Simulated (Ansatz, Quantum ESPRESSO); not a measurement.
# Na chain with one atom pushed 0.5 Å aside at constant bond length: ballistic transmission, part 2 of 4

Aim: the zero-bias transmission with pwcond for this junction: Na chain with one atom pushed 0.5 Å aside at constant bond length.

Quantum ESPRESSO 7.5; plane-wave DFT, PBE, GBRV ultrasoft pseudopotentials; cross-check by Ansatz 0.2.0 with PAW datasets.

So far. Step 2 (Ground state): The run needed 8 iterations to bring the estimated error under 1e-07 Ry; the largest force on any atom, held or free, is 0.04 eV/Å.

### Step 3. The open system

Level of this step: transmission by pwcond, lead and junction from one cell; plane-wave DFT, PBE, GBRV ultrasoft pseudopotentials (Quantum ESPRESSO).

prefixt takes both regions from one run: the lead from 0 to bdl, the scattering region from bdl to bds (units of alat). ikind = 1 puts the same lead on both sides. The program's T_tot counts both spins in a run without spin; the tables below give T per spin.

Input file cond.in:

```
&inputcond
  outdir = './out'
  prefixt = 'scf'
  tran_file = 'cond.dat'
  bdl = 0.8800000000
  bds = 5.7098403427
  ikind = 1
  ewind = 4.0
  epsproj = 1e-05
  nz1 = 7
  energy0 = 2.0
  denergy = -0.1
/
1
  0.00000000 0.00000000 1.00000000
41
```

Started as:

```
$ OMP_NUM_THREADS=1 mpirun -n 4 pwcond.x -in cond.in > cond.out
```

The log of the run:

```text
[banner, memory and clock lines left out]
Program PWCOND v.7.5 starts

          URL

     ./out/scf.save/

     IMPORTANT: XC functional enforced from input :
     Exchange-correlation= PBE
                           (   1   4   3   4   0   0   0)
     Any further DFT definition will be discarded
     Please, verify this is what you really want

     Reading collected, re-writing distributed wavefunctions

===== INPUT FILE containing all the regions =====

     GEOMETRY:

     lattice parameter (alat)  =      14.1729  a.u.
     the volume                =   16255.6506 (a.u.)^3
     the cross section         =     200.8724 (a.u.)^2
     l of the unit cell        =       5.7098 (alat)
     number of atoms/cell      =           13
     number of atomic types    =            1

     crystal axes: (cart. coord. in units of alat)
               a(1) = (  1.0000  0.0000  0.0000 )
               a(2) = (  0.0000  1.0000  0.0000 )
               a(3) = (  0.0000  0.0000  5.7098 )

   Cartesian axes

     site n.     atom                  positions (alat units)
          1        Na     tau(  1)=(  0.5000  0.5000  5.7098  )
          2        Na     tau(  2)=(  0.5000  0.5000  0.4400  )
          3        Na     tau(  3)=(  0.5000  0.5000  0.8800  )
          4        Na     tau(  4)=(  0.5000  0.5000  1.3200  )
          5        Na     tau(  5)=(  0.5000  0.5000  1.7600  )
          6        Na     tau(  6)=(  0.5000  0.5000  2.2000  )
          7        Na     tau(  7)=(  0.5667  0.5000  2.6349  )
          8        Na     tau(  8)=(  0.5000  0.5000  3.0698  )
          9        Na     tau(  9)=(  0.5000  0.5000  3.5098  )
         10        Na     tau( 10)=(  0.5000  0.5000  3.9498  )
         11        Na     tau( 11)=(  0.5000  0.5000  4.3898  )
         12        Na     tau( 12)=(  0.5000  0.5000  4.8298  )
         13        Na     tau( 13)=(  0.5000  0.5000  5.2698  )

     nr1s                      =           54
     nr2s                      =           54
     nr3s                      =          320
     nr1sx                     =           54
     nr2sx                     =           54
     nr3sx                     =          320
     nr1                       =           60
     nr2                       =           60
     nr3                       =          360
     nr1x                      =           60
     nr2x                      =           60
     nr3x                      =          360

 _______________________________
  Radii of nonlocal spheres:

     type       ibeta     ang. mom.          radius (alat units)
       Na         1         0                    0.1424
       Na         2         0                    0.1424
       Na         3         1                    0.1424
       Na         4         1                    0.1424
       Na         5         2                    0.1424
----- General information -----

--- T calc. with identical leads (ikind=1) ---

     nrx                       =           54
     nry                       =           54
     nz1                       =            7

     energy0               =         2.0E+00
     denergy               =        -1.0E-01
     nenergy               =         41
     ecut2d                =         3.4E+01
     ewind                 =         4.0E+00
     epsproj               =         1.0E-05

     number of k_|| points=    1
                       cryst. coord.
        k(    1) = (   0.0000000   0.0000000), wk =   1.0000000
----- Information about left/right lead -----

     nocros                   =           13
     noins                    =           13
     norb                     =           39
     norbf                    =          156
     nrz                      =           49

      iorb      type   ibeta   ang. mom.   m       position (alat)
        1        1       1        0        1   taunew(   1)=(  0.5000  0.5000  0.0000)
        2        1       2        0        1   taunew(   2)=(  0.5000  0.5000  0.0000)
        3        1       3        1        1   taunew(   3)=(  0.5000  0.5000  0.0000)
        4        1       3        1        2   taunew(   4)=(  0.5000  0.5000  0.0000)
        5        1       3        1        3   taunew(   5)=(  0.5000  0.5000  0.0000)
        6        1       4        1        1   taunew(   6)=(  0.5000  0.5000  0.0000)
        7        1       4        1        2   taunew(   7)=(  0.5000  0.5000  0.0000)
        8        1       4        1        3   taunew(   8)=(  0.5000  0.5000  0.0000)
        9        1       5        2        1   taunew(   9)=(  0.5000  0.5000  0.0000)
       10        1       5        2        2   taunew(  10)=(  0.5000  0.5000  0.0000)
       11        1       5        2        3   taunew(  11)=(  0.5000  0.5000  0.0000)
       12        1       5        2        4   taunew(  12)=(  0.5000  0.5000  0.0000)
       13        1       5        2        5   taunew(  13)=(  0.5000  0.5000  0.0000)
       14        1       1        0        1   taunew(  14)=(  0.5000  0.5000  0.4400)
       15        1       2        0        1   taunew(  15)=(  0.5000  0.5000  0.4400)
       16        1       3        1        1   taunew(  16)=(  0.5000  0.5000  0.4400)
       17        1       3        1        2   taunew(  17)=(  0.5000  0.5000  0.4400)
       18        1       3        1        3   taunew(  18)=(  0.5000  0.5000  0.4400)
       19        1       4        1        1   taunew(  19)=(  0.5000  0.5000  0.4400)
       20        1       4        1        2   taunew(  20)=(  0.5000  0.5000  0.4400)
       21        1       4        1        3   taunew(  21)=(  0.5000  0.5000  0.4400)
       22        1       5        2        1   taunew(  22)=(  0.5000  0.5000  0.4400)
       23        1       5        2        2   taunew(  23)=(  0.5000  0.5000  0.4400)
       24        1       5        2        3   taunew(  24)=(  0.5000  0.5000  0.4400)
       25        1       5        2        4   taunew(  25)=(  0.5000  0.5000  0.4400)
       26        1       5        2        5   taunew(  26)=(  0.5000  0.5000  0.4400)
       27        1       1        0        1   taunew(  27)=(  0.5000  0.5000  0.8800)
       28        1       2        0        1   taunew(  28)=(  0.5000  0.5000  0.8800)
       29        1       3        1        1   taunew(  29)=(  0.5000  0.5000  0.8800)
       30        1       3        1        2   taunew(  30)=(  0.5000  0.5000  0.8800)
       31        1       3        1        3   taunew(  31)=(  0.5000  0.5000  0.8800)
       32        1       4        1        1   taunew(  32)=(  0.5000  0.5000  0.8800)
       33        1       4        1        2   taunew(  33)=(  0.5000  0.5000  0.8800)
[...]
116        1       5        2        4   taunew( 116)=(  0.5000  0.5000  3.5098)
      117        1       5        2        5   taunew( 117)=(  0.5000  0.5000  3.5098)
      118        1       1        0        1   taunew( 118)=(  0.5000  0.5000  3.9498)
      119        1       2        0        1   taunew( 119)=(  0.5000  0.5000  3.9498)
      120        1       3        1        1   taunew( 120)=(  0.5000  0.5000  3.9498)
      121        1       3        1        2   taunew( 121)=(  0.5000  0.5000  3.9498)
      122        1       3        1        3   taunew( 122)=(  0.5000  0.5000  3.9498)
      123        1       4        1        1   taunew( 123)=(  0.5000  0.5000  3.9498)
      124        1       4        1        2   taunew( 124)=(  0.5000  0.5000  3.9498)
      125        1       4        1        3   taunew( 125)=(  0.5000  0.5000  3.9498)
      126        1       5        2        1   taunew( 126)=(  0.5000  0.5000  3.9498)
      127        1       5        2        2   taunew( 127)=(  0.5000  0.5000  3.9498)
      128        1       5        2        3   taunew( 128)=(  0.5000  0.5000  3.9498)
      129        1       5        2        4   taunew( 129)=(  0.5000  0.5000  3.9498)
      130        1       5        2        5   taunew( 130)=(  0.5000  0.5000  3.9498)
      131        1       1        0        1   taunew( 131)=(  0.5000  0.5000  4.3898)
      132        1       2        0        1   taunew( 132)=(  0.5000  0.5000  4.3898)
      133        1       3        1        1   taunew( 133)=(  0.5000  0.5000  4.3898)
      134        1       3        1        2   taunew( 134)=(  0.5000  0.5000  4.3898)
      135        1       3        1        3   taunew( 135)=(  0.5000  0.5000  4.3898)
      136        1       4        1        1   taunew( 136)=(  0.5000  0.5000  4.3898)
      137        1       4        1        2   taunew( 137)=(  0.5000  0.5000  4.3898)
      138        1       4        1        3   taunew( 138)=(  0.5000  0.5000  4.3898)
      139        1       5        2        1   taunew( 139)=(  0.5000  0.5000  4.3898)
      140        1       5        2        2   taunew( 140)=(  0.5000  0.5000  4.3898)
      141        1       5        2        3   taunew( 141)=(  0.5000  0.5000  4.3898)
      142        1       5        2        4   taunew( 142)=(  0.5000  0.5000  4.3898)
      143        1       5        2        5   taunew( 143)=(  0.5000  0.5000  4.3898)
      144        1       1        0        1   taunew( 144)=(  0.5000  0.5000  4.8298)
      145        1       2        0        1   taunew( 145)=(  0.5000  0.5000  4.8298)
      146        1       3        1        1   taunew( 146)=(  0.5000  0.5000  4.8298)
      147        1       3        1        2   taunew( 147)=(  0.5000  0.5000  4.8298)
      148        1       3        1        3   taunew( 148)=(  0.5000  0.5000  4.8298)
      149        1       4        1        1   taunew( 149)=(  0.5000  0.5000  4.8298)
      150        1       4        1        2   taunew( 150)=(  0.5000  0.5000  4.8298)
      151        1       4        1        3   taunew( 151)=(  0.5000  0.5000  4.8298)
      152        1       5        2        1   taunew( 152)=(  0.5000  0.5000  4.8298)
      153        1       5        2        2   taunew( 153)=(  0.5000  0.5000  4.8298)
      154        1       5        2        3   taunew( 154)=(  0.5000  0.5000  4.8298)
      155        1       5        2        4   taunew( 155)=(  0.5000  0.5000  4.8298)
      156        1       5        2        5   taunew( 156)=(  0.5000  0.5000  4.8298)
 ngper, shell number =          545          70
 ngper, n2d =          545         168
---  E-Ef =    2.0000000  k =    0.0000000   0.0000000
---  ie =          1  ik =          1
 Nchannels of the left tip =            1
 Right moving states:
   k1(2pi/a)   k2(2pi/a)   E-Ef (eV)
  -0.0690720  -0.0000003   2.0000000
 Left moving states:
   k1(2pi/a)   k2(2pi/a)   E-Ef (eV)
   0.0690720  -0.0000003   2.0000000

 to transmit
 Band j to band i transmissions and reflections:
    j         i     |T_ij|^2    |R_ij|^2

    1 -->     1     0.99854     0.00146
   Total T_j, R_j =    0.99854  0.00146

E-Ef(ev), T(x2 spins) =    2.0000000   1.9970767
---  E-Ef =    1.9000000  k =    0.0000000   0.0000000
---  ie =          2  ik =          1
 Nchannels of the left tip =            1
 Right moving states:
   k1(2pi/a)   k2(2pi/a)   E-Ef (eV)
  -0.0896076  -0.0000003   1.9000000
 Left moving states:
   k1(2pi/a)   k2(2pi/a)   E-Ef (eV)
   0.0896076  -0.0000003   1.9000000

 to transmit
 Band j to band i transmissions and reflections:
    j         i     |T_ij|^2    |R_ij|^2

    1 -->     1     0.99899     0.00101
   Total T_j, R_j =    0.99899  0.00101

E-Ef(ev), T(x2 spins) =    1.9000000   1.9979838
---  E-Ef =    1.8000000  k =    0.0000000   0.0000000
---  ie =          3  ik =          1
 Nchannels of the left tip =            1
 Right moving states:
   k1(2pi/a)   k2(2pi/a)   E-Ef (eV)
  -0.1090627  -0.0000003   1.8000000
 Left moving states:
   k1(2pi/a)   k2(2pi/a)   E-Ef (eV)
   0.1090627  -0.0000003   1.8000000

 to transmit
 Band j to band i transmissions and reflections:
    j         i     |T_ij|^2    |R_ij|^2

    1 -->     1     0.99926     0.00074
   Total T_j, R_j =    0.99926  0.00074

E-Ef(ev), T(x2 spins) =    1.8000000   1.9985105
[... further energies and points left out ...]
---  E-Ef =   -1.8000000  k =    0.0000000   0.0000000
---  ie =         39  ik =          1
 Nchannels of the left tip =            0
 Right moving states:
   k1(2pi/a)   k2(2pi/a)   E-Ef (eV)
 Left moving states:
   k1(2pi/a)   k2(2pi/a)   E-Ef (eV)

 to transmit
          E-Ef(ev), T =   -1.8000000   0.0000000
---  E-Ef =   -1.9000000  k =    0.0000000   0.0000000
---  ie =         40  ik =          1
 Nchannels of the left tip =            0
 Right moving states:
   k1(2pi/a)   k2(2pi/a)   E-Ef (eV)
 Left moving states:
   k1(2pi/a)   k2(2pi/a)   E-Ef (eV)

 to transmit
          E-Ef(ev), T =   -1.9000000   0.0000000
---  E-Ef =   -2.0000000  k =    0.0000000   0.0000000
---  ie =         41  ik =          1
 Nchannels of the left tip =            0
 Right moving states:
   k1(2pi/a)   k2(2pi/a)   E-Ef (eV)
 Left moving states:
   k1(2pi/a)   k2(2pi/a)   E-Ef (eV)

 to transmit
          E-Ef(ev), T =   -2.0000000   0.0000000
   T_tot     2.00000      0.19971E+01
   T_tot     1.90000      0.19980E+01
   T_tot     1.80000      0.19985E+01
   T_tot     1.70000      0.19989E+01
   T_tot     1.60000      0.19991E+01
   T_tot     1.50000      0.19993E+01
   T_tot     1.40000      0.19994E+01
   T_tot     1.30000      0.19995E+01
   T_tot     1.20000      0.19996E+01
   T_tot     1.10000      0.19997E+01
   T_tot     1.00000      0.19997E+01
   T_tot     0.90000      0.19998E+01
   T_tot     0.80000      0.19998E+01
   T_tot     0.70000      0.19999E+01
   T_tot     0.60000      0.19999E+01
   T_tot     0.50000      0.19999E+01
   T_tot     0.40000      0.19999E+01
   T_tot     0.30000      0.20000E+01
   T_tot     0.20000      0.20000E+01
   T_tot     0.10000      0.20000E+01
   T_tot    -0.00000      0.19964E+01
   T_tot    -0.10000      0.20000E+01
   T_tot    -0.20000      0.19999E+01
   T_tot    -0.30000      0.19999E+01
   T_tot    -0.40000      0.19998E+01
   T_tot    -0.50000      0.19995E+01
   T_tot    -0.60000      0.19989E+01
   T_tot    -0.70000      0.19970E+01
   T_tot    -0.80000      0.19885E+01
   T_tot    -0.90000      0.00000E+00
   T_tot    -1.00000      0.00000E+00
   T_tot    -1.10000      0.00000E+00
   T_tot    -1.20000      0.00000E+00
   T_tot    -1.30000      0.00000E+00
   T_tot    -1.40000      0.00000E+00
   T_tot    -1.50000      0.00000E+00
   T_tot    -1.60000      0.00000E+00
   T_tot    -1.70000      0.00000E+00
   T_tot    -1.80000      0.00000E+00
   T_tot    -1.90000      0.00000E+00
   T_tot    -2.00000      0.00000E+00

Note: The following floating-point exceptions are signalling: IEEE_UNDERFLOW_FLAG
Note: The following floating-point exceptions are signalling: IEEE_UNDERFLOW_FLAG
Note: The following floating-point exceptions are signalling: IEEE_UNDERFLOW_FLAG
Note: The following floating-point exceptions are signalling: IEEE_UNDERFLOW_FLAG
```

Elapsed: 3.9 min, on 4 MPI ranks of Arm Neoverse V2, shared host; peak memory 0.54 GiB.

Read from the output:

```
lead channels at the Fermi level, one spin : 1
transmission at the Fermi level, one spin  : 0.9982
conductance                                : 0.9982 G₀
```

Per spin. Table of open channels by energy, zero at the Fermi level:

energy (eV), open channels and a bar:
```
    -2.00       0.00 
    -1.90       0.00 
    -1.80       0.00 
    -1.70       0.00 
    -1.60       0.00 
    -1.50       0.00 
    -1.40       0.00 
    -1.20       0.00 
    -1.10       0.00 
    -1.00       0.00 
    -0.90       0.00 
    -0.80       1.00 ##############################
    -0.70       1.00 ##############################
    -0.60       1.00 ##############################
    -0.50       1.00 ##############################
    -0.40       1.00 ##############################
    -0.30       1.00 ##############################
    -0.20       1.00 ##############################
    -0.10       1.00 ##############################
     0.00       1.00 ##############################
     0.10       1.00 ##############################
     0.20       1.00 ##############################
     0.30       1.00 ##############################
     0.40       1.00 ##############################
     0.50       1.00 ##############################
     0.60       1.00 ##############################
     0.70       1.00 ##############################
     0.80       1.00 ##############################
     0.90       1.00 ##############################
     1.00       1.00 ##############################
     1.10       1.00 ##############################
     1.20       1.00 ##############################
     1.40       1.00 ##############################
     1.50       1.00 ##############################
     1.60       1.00 ##############################
     1.70       1.00 ##############################
     1.80       1.00 ##############################
     1.90       1.00 ##############################
     2.00       1.00 ##############################
```

Per spin. Table of transmission by energy, zero at the Fermi level:

energy (eV), transmission and a bar:
```
    -2.00      0.000 
    -1.90      0.000 
    -1.80      0.000 
    -1.70      0.000 
    -1.60      0.000 
    -1.50      0.000 
    -1.40      0.000 
    -1.20      0.000 
    -1.10      0.000 
    -1.00      0.000 
    -0.90      0.000 
    -0.80      0.994 ##############################
    -0.70      0.998 ##############################
    -0.60      0.999 ##############################
    -0.50      1.000 ##############################
    -0.40      1.000 ##############################
    -0.30      1.000 ##############################
    -0.20      1.000 ##############################
    -0.10      1.000 ##############################
     0.00      0.998 ##############################
     0.10      1.000 ##############################
     0.20      1.000 ##############################
     0.30      1.000 ##############################
     0.40      1.000 ##############################
     0.50      1.000 ##############################
     0.60      1.000 ##############################
     0.70      1.000 ##############################
     0.80      1.000 ##############################
     0.90      1.000 ##############################
     1.00      1.000 ##############################
     1.10      1.000 ##############################
     1.20      1.000 ##############################
     1.40      1.000 ##############################
     1.50      1.000 ##############################
     1.60      1.000 ##############################
     1.70      0.999 ##############################
     1.80      0.999 ##############################
     1.90      0.999 ##############################
     2.00      0.999 ##############################
```

The program's own clock; routines nest. Time by routine:

| routine | wall time (s) | calls |
| --- | --- | --- |
| PWCOND | 235.5 | 1 |
| scatter_forw | 197.7 | 82 |
| compbs | 21.42 | 41 |
| compbs_2 | 17.74 | 41 |
| local | 13.16 | 1 |
| init | 0.86 | 1 |
| poten | 0.17 | 1 |

At no point does T exceed the number of channels.

(Continued in part 3 of 4.)

[Logs are printed without paths, hosts, clocks, repeated set-up lines and the standing remarks that a program may print on its own settings, such as how far it seeks lower states.]

[Hosts, paths, dates, database ids (printed as entryN), source tags and the programs' standing remarks are cut or masked in the printed files.]

[Maps of the electrostatic potential energy from Ansatz leave out the sawtooth potential of an applied field or a dipole correction, so their vacuum need not be flat; planar profiles and work functions include it.]
